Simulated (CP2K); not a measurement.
Two runs for the C K edge of dimethyl sulfite. Run A: CP2K XAS_TDP, all-electron GAPW, PBEh(45%), aug-cc-pVDZ, TDA, no relativity. Run B differs in one setting.

First lines with a strength over 0.0015. A:

| atom | energy (eV) | states | strength, one atom |
| --- | --- | --- | --- |
| C1 (bonded to O and 3 H), 2 alike | 284.75 | 1 | 0.0354 |
|  | 285.42 | 1 | 0.0042 |
|  | 285.82 | 1 | 0.0135 |
|  | 286.14 | 1 | 0.0231 |
|  | 286.43 | 1 | 0.0234 |

B:

| atom | energy (eV) | states | strength, one atom |
| --- | --- | --- | --- |
| C1 (bonded to O and 3 H), 2 alike | 291.38 | 1 | 0.0346 |
|  | 292.05 | 1 | 0.0041 |
|  | 292.45 | 1 | 0.0132 |
|  | 292.77 | 1 | 0.0226 |
|  | 293.06 | 1 | 0.0229 |

Question: Which was it: the functional, the basis, GW2X switched on, scalar relativity switched on?

GW2X switched on. GW2X shifts an atom's lines together and keeps their spacings. Against PBEh(45%) in aug-cc-pVDZ, the leading line moves by +6.63 eV, to 291.38 eV.

[Hosts, paths, dates, database ids (printed as entryN), source tags and the programs' standing remarks are cut or masked in the printed files.]
